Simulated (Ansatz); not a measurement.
# Lattice dynamics of ScTeN3 (model cell, started as cubic perovskite with Te in the octahedra)

Aim: the phonons of ScTeN3 (model cell, started as cubic perovskite with Te in the octahedra) at a cell relaxed beforehand at this level. After the zone centre comes a 4×4×4 q mesh on a 12×12×12 k mesh.

Program: Ansatz 0.2.0. Level of theory: DFT PBEsol, scalar-relativistic, plane waves, PAW; PAW set soft_1. Results are calculated unless marked as measured.

The structure was built from a prototype and need not be the compound's stable phase.

### 1. The structure

Symmetry: Pm-3m, No. 221, cubic system. Conventional cell: a = 3.913 Å, b = 3.913 Å, c = 3.913 Å, α = 90.00°, β = 90.00°, γ = 90.00°. Nearest to Sc lie 12 N at 2.77 Å and 8 Te at 3.39 Å. Te has 6 N at 1.96 Å and 8 Sc at 3.39 Å nearest. Nearest to N lie 2 Te at 1.96 Å and 4 Sc at 2.77 Å. Farther neighbours and most contacts between anions are not listed.

Structure file:

```cif
data_structure
_symmetry_space_group_name_H-M 'P 1'
_symmetry_Int_Tables_number 1
_cell_length_a 3.9132
_cell_length_b 3.9132
_cell_length_c 3.9132
_cell_angle_alpha 90.000
_cell_angle_beta 90.000
_cell_angle_gamma 90.000
_cell_volume 59.92
loop_
_atom_site_label
_atom_site_type_symbol
_atom_site_fract_x
_atom_site_fract_y
_atom_site_fract_z
_atom_site_occupancy
Sc1 Sc 0.00000 0.00000 0.00000 1
Te2 Te 0.50000 0.50000 0.50000 1
N3 N 0.50000 0.50000 0.00000 1
N4 N 0.50000 0.00000 0.50000 1
N5 N 0.00000 0.50000 0.50000 1
```

### 2. Linear response at the zone centre

The cell comes from relaxations at this level that are not shown. The zone centre comes first: it holds the modes that light can see, as far as symmetry allows. No field response is asked, since the mesh shows no gap.

Contents of input.yaml:

```yaml
crystal:
  lattice:
    - [3.9131533689, 0.0, 0.0]
    - [0.0, 3.9131533689, 0.0]
    - [0.0, 0.0, 3.9131533689]
  atoms:
    - { symbol: Sc, position: [0.0, 0.0, 0.0] }
    - { symbol: Te, position: [0.5, 0.5, 0.5] }
    - { symbol: "N", position: [0.5, 0.5, 0.0] }
    - { symbol: "N", position: [0.5, 0.0, 0.5] }
    - { symbol: "N", position: [0.0, 0.5, 0.5] }
kpoints:
  mp_grid: { grid: [12, 12, 12] }
hamiltonian:
  xc: pbesol
  pseudopotentials: { kind: paw, azcp: { folder: soft_1 }, xc_functional: pbe }
scf:
  occupations: { method: methfessel_paxton, width: 0.2 }
output:
  eigenvalues: true
phonons:
  method: dfpt
```

On the command line:

```console
$ ansatz run input.yaml --threads 8 --pin off --max-ram 16384MiB --backend cpu --events-out ev --progress --plain --runs-dir out
```

Numbers of over 12 decimals in the logs are rounded to 6 here.

The program printed:

```text
zone centre: on kpoints.mp_grid the ground state, and the responses unless they are solved on pairs of k-points, stand on 343 of the mesh's 1728 k-points, reduced under 8 symmetry operations, with k and −k counted as one. Each operation leaves every solved displacement unchanged or reverses it
Engine: ansatz 0.2.0, x86_64-unknown-linux-gnu
Pseudopotentials: kind: paw
Pseudopotential: Sc, paw, valence charge 11, recommended cutoff 420 eV (normal), soft_1/Sc.paw.azcp
Pseudopotential: Te, paw, valence charge 16, recommended cutoff 420 eV (normal), soft_1/Te.paw.azcp
Pseudopotential: N, paw, valence charge 5, recommended cutoff 420 eV (normal), soft_1/N.paw.azcp
Functional definition: PBEsol
  exchange = pbesol_x
  correlation = pbesol_c
Crystal: 5 atoms, lattice volume = 59.921 Å³
Basis set: ecut = 420 eV, 1189 PW (Γ), exchange–correlation on 54×54×54 points (8 copies of the dense FFT grid, shifted against one another)
Bands: 26, of which v1, the nominal top of the filled ones, is band 21 counted from 1 (20 counted from 0)
Symmetry: 48 space group operations
k-points: 343 of 1728 (irreducible under 8 space group operations)
Non-local potential: Sc, projectors of the file, l = 0: 3, l = 1: 2, l = 2: 3, l = 3: 1
Non-local potential: Te, projectors of the file, l = 0: 2, l = 1: 2, l = 2: 2, l = 3: 1
Non-local potential: N, projectors of the file, l = 0: 2, l = 1: 2, l = 2: 1
PAW form: soft (Blöchl's): semilocal exchange-correlation on the pseudo side does not see the compensation charge
PAW frozen core: Sc, regenerated for the run's functional, and the local potential with it (the file was generated under x = pbe(κ = 0.804, μ = 0.219515), c = pbe(β = 0.066725))
PAW frozen core: Te, regenerated for the run's functional, and the local potential with it (the file was generated under x = pbe(κ = 0.804, μ = 0.219515), c = pbe(β = 0.066725))
PAW frozen core: N, regenerated for the run's functional, and the local potential with it (the file was generated under x = pbe(κ = 0.804, μ = 0.219515), c = pbe(β = 0.066725))
PAW one-centre angular grid: Sc, 590 points (default); XC on 64 Gauss nodes
PAW one-centre angular grid: Te, 590 points (default); XC on 64 Gauss nodes
PAW one-centre angular grid: N, 110 points (default); XC on 64 Gauss nodes
Initial density: superposition of atomic densities (chi_scale 0.1, normalization cell, long waves kept (reshape's long-wave potential 0.00 eV rms))
Initial wavefunctions: pseudopotential atomic-orbital guess
Functional: x = pbesol(κ = 0.804, μ = 0.123457), c = pbesol(β = 0.046)
SCF iter   1: F=—  HF=-10147.642948 eV  |F-HF|=—  |Δ(HF+E_count)|=         —  Δρ=9.43e-2  dr2=5.99e0  ethr=3.10e-3  ⟨swp⟩=5.6  Hψ=40130  notcnv=0
preconditioner: auto → Kerker (q_TF=auto, 2.571 Å⁻¹)  [metal: Δε(μ)=0.041 eV  Ē_g=8.978 eV  σ=0.200 eV  W_gap=0.17  n_scr=18 (ndim 8)  ℏωp=23.5 eV  f_vac=0.000  D(μ)=0.79/eV (n_scr^D=0)]
SCF iter   2: F=—  HF=-10146.329150 eV  |F-HF|=—  |Δ(HF+E_count)|=    1.31e0  S|Δr|=    0.00e0  Δρ=4.57e-2  dr2=1.41e0  ethr=3.10e-3  ⟨swp⟩=2.0  Hψ=16447  notcnv=0  defer=304
SCF iter   3: F=—  HF=-10145.952982 eV  |F-HF|=—  |Δ(HF+E_count)|=   3.76e-1  S|Δr|=    0.00e0  Δρ=1.08e-2  dr2=7.88e-2  ethr=3.10e-3  ⟨swp⟩=2.2  Hψ=14444  notcnv=0  defer=304
SCF iter   4: F=—  HF=-10145.929004 eV  |F-HF|=—  |Δ(HF+E_count)|=   2.40e-2  S|Δr|=    0.00e0  Δρ=1.35e-3  dr2=1.68e-3  ethr=1.88e-4  ⟨swp⟩=2.1  Hψ=15017  notcnv=0  defer=268
SCF iter   5: F=—  HF=-10145.928600 eV  |F-HF|=—  |Δ(HF+E_count)|=   4.03e-4  S|Δr|=    0.00e0  Δρ=3.81e-4  dr2=1.51e-4  ethr=4.01e-6  ⟨swp⟩=2.1  Hψ=12781  notcnv=0  defer=268
SCF iter   6: F=—  HF=-10145.928583 eV  |F-HF|=—  |Δ(HF+E_count)|=   1.72e-5  S|Δr|=    0.00e0  Δρ=9.52e-5  dr2=7.53e-6  ethr=3.60e-7  ⟨swp⟩=2.1  Hψ=11536  notcnv=0  defer=268
SCF iter   7: F=—  HF=-10145.928587 eV  |F-HF|=—  |Δ(HF+E_count)|=   3.70e-6  S|Δr|=    0.00e0  Δρ=2.18e-5  dr2=2.37e-7  ethr=1.79e-8  ⟨swp⟩=2.2  Hψ=15490  notcnv=0  defer=268
SCF iter   8: F=—  HF=-10145.928586 eV  |F-HF|=—  |Δ(HF+E_count)|=   1.23e-6  S|Δr|=    0.00e0  Δρ=5.26e-6  dr2=1.48e-8  ethr=5.64e-10  ⟨swp⟩=2.0  Hψ=15335  notcnv=0  defer=268
SCF iter   9: F=—  HF=-10145.928586 eV  |F-HF|=—  |Δ(HF+E_count)|=   5.78e-9  S|Δr|=    0.00e0  Δρ=1.14e-6  dr2=5.08e-10  ethr=3.53e-11  ⟨swp⟩=2.0  Hψ=15380  notcnv=0  defer=268
SCF iter  10: F=—  HF=-10145.928586 eV  |F-HF|=—  |Δ(HF+E_count)|=  3.22e-10  S|Δr|=    0.00e0  Δρ=1.95e-7  dr2=1.63e-11  ethr=1.21e-12  ⟨swp⟩=2.5  Hψ=12249  notcnv=0  defer=268
SCF iter  11: F=-10145.928586 eV  HF=-10145.928586 eV  |F-HF|=3.64e-12  |Δ(HF+E_count)|=  7.28e-12  S|Δr|=    0.00e0  Δρ=4.57e-8  dr2=1.52e-12  ethr=1.00e-12  ⟨swp⟩=10.6  Hψ=43644  notcnv=0
SCF 1 converged in 11 iterations: F = -10145.928586 eV  dr2 = 1.52e-12
  greatest PAW one-centre occupation: 1.000 electrons in one spin orbital (limit 2), on the Te atom at site 1 (counted from 0), in its partial waves of l = 2
DFPT response loops at Γ: preconditioner auto → Kerker (q_TF=auto, 2.571 Å⁻¹) (partly filled bands, converged f_vac=0.000); β = 1.00, the filter's whole step (`scf.mixing.beta` (0.50) is not read by the response loops under this deck's `scf.mixing.preconditioner`; to damp them name `kerker` or `kerker_dos`, under which they read `scf.mixing.beta`, and type it under 1.00, their step now; both keys bind the ground state too); Broyden in place of MSR1
SCF converged after 11 iterations
Stability not checked: this state was not tested for a lower state beside it, because cold or Methfessel-Paxton smearing, or corrected tetrahedra, fill the levels in a way that the test cannot read (fill_not_monotonic; see scf.lower_state_search)
Free energy (F): -10145.928586 eV
Harris-Foulkes:  -10145.928586 eV  (|F-HF|=3.64e-12)
Internal energy: -10145.927516 eV  (E = F + TS)
E sigma→0 (E₀):  -10145.928318 eV
Entropy (-TS):   -0.001070 eV (-0.214 meV/atom)
Fermi energy:    12.912159 eV
--- Per-component energies (eV) ---
  E_band       = -289.359630
  E_kinetic    = 768.441123
  E_local      = -2565.660788  (includes V_loc(G=0)·N_el)
  E_nonlocal   = 317.328831
  E_hartree    = 1127.886771
  E_xc         = -383.986652
  E_vxc        = -433.219106  (∫ρ·V_xc dr)
  E_paw        = -5932.378781  (= ΣΔE_a)
  E_vpaw       = -632.025661  (= ΣTr[D̂ρ^β])
  E_aug_tail   = 0.002420  (compensation charges beyond the density's cutoff)
  E_ewald      = -3478.148573
  E_core_change = 0.588133  (= ΣΔE_core)
  E_smearing   = -0.001070  (= −TS)
  E_closure    = -0.000000  (closes the sum)
  Σ components = -10145.928586   (vs F -10145.928586, Δ=0.00e0)
--- Band table (eV; the first three rows and the last of 343) ---
  k-point 0: bands = [... 17 lower, 11.4461, 11.4461, 11.4817, 11.4817, 11.4817, 13.7864, 13.7864, 14.2307, ... 1 higher]
  k-point 1: bands = [... 17 lower, 11.3835, 11.3835, 11.4149, 11.4149, 11.4173, 13.8416, 13.9720, 14.2398, ... 1 higher]
  k-point 2: bands = [... 17 lower, 11.1580, 11.1580, 11.3188, 11.3188, 11.6784, 13.9965, 14.2647, 14.3876, ... 1 higher]
  k-point 342: bands = [... 17 lower, 10.9516, 13.3357, 13.3357, 13.3357, 14.4973, 14.4973, 14.4973, 14.9808, ... 1 higher]
--- Phonons (Γ-DFPT): 4 representative perturbations + reference, on 343 of 1728 k-points (Σ response iterations 15) ---
  k mesh reduced under 8 symmetry operations, with k and −k counted as one. Each operation leaves every solved displacement unchanged or reverses it
  ASR residual: 2.180e-5 → 0.000e0 eV/Å²; symmetrization residual: 4.413e-6 eV/Å²
  ASR residual per site (eV/Å²): 2.18e-5 1.15e-5 5.04e-6 5.04e-6 5.04e-6
  Γ frequencies (cm⁻¹): -295.86 -295.86 -295.86 -240.45 -240.45 -240.45 0.00 0.00 0.00 214.63 214.63 214.63 869.24 869.24 869.24
  non-analytic LO–TO correction: not included (Born effective charges unavailable; polar crystals: no LO–TO splitting at Γ)
```

Elapsed: 78 s, on 8 threads of AMD EPYC 7R32 (Zen 2), shared host; peak memory 1.9 GiB; 8.2 min of CPU time.

This step gave:

- volume per atom: 11.98 Å³
- gap on the k-mesh: 0 eV
- sum-rule residual before enforcement: 2.18e-5 eV/Å²
- point group: m-3m
- highest optical mode at the zone centre (no LO-TO term): 869.2 cm⁻¹
- lowest optical zone-centre mode: -295.9 cm⁻¹

Patterns of degenerate modes are one choice out of their space. Modes at Γ, with each element's share of the kinetic energy (negative means imaginary):

| mode | frequency (cm⁻¹) | symmetry | Sc % | Te % | N % |
| --- | --- | --- | --- | --- | --- |
| 1 | -295.9 | T1u | 45 | 0 | 55 |
| 2 | -295.9 | T1u | 45 | 0 | 55 |
| 3 | -295.9 | T1u | 45 | 0 | 55 |
| 4 | -240.4 | T2u | 0 | 0 | 100 |
| 5 | -240.4 | T2u | 0 | 0 | 100 |
| 6 | -240.4 | T2u | 0 | 0 | 100 |
| 7 | 0.0 | acoustic | 21 | 59 | 20 |
| 8 | 0.0 | acoustic | 21 | 59 | 20 |
| 9 | 0.0 | acoustic | 21 | 59 | 20 |
| 10 | 214.6 | T1u | 34 | 35 | 31 |
| 11 | 214.6 | T1u | 34 | 35 | 31 |
| 12 | 214.6 | T1u | 34 | 35 | 31 |
| 13 | 869.2 | T1u | 0 | 5 | 94 |
| 14 | 869.2 | T1u | 0 | 5 | 94 |
| 15 | 869.2 | T1u | 0 | 5 | 94 |

Displacements in mode 3 (-295.9 cm⁻¹), the largest set to 1:
```
Sc1  0.43 -0.38  0.72
Te2 -0.01  0.01 -0.01
N3  -0.59  0.53 -0.20
N4  -0.59  0.10 -1.00
N5  -0.12  0.53 -1.00
```

Displacements in mode 6 (-240.4 cm⁻¹), the largest set to 1:
```
Sc1  0.00  0.00  0.00
Te2  0.00  0.00  0.00
N3   0.00 -0.34  0.00
N4   0.00  0.00  1.00
N5   0.00  0.34 -1.00
```

Before it was imposed, the acoustic sum rule was missed by 2.2e-5 eV/Å². Small misses are needed for a sound result but don't prove that mesh and cutoff are converged. The lowest optical mode is imaginary, 295.9i cm⁻¹, so the energy falls along it.

[end of part 1 of 2]

[Logs are printed without paths, hosts, clocks, repeated set-up lines and the standing remarks that a program may print on its own settings, such as how far it seeks lower states.]

[Hosts, paths, dates, database ids (printed as entryN), source tags and the programs' standing remarks are cut or masked in the printed files.]
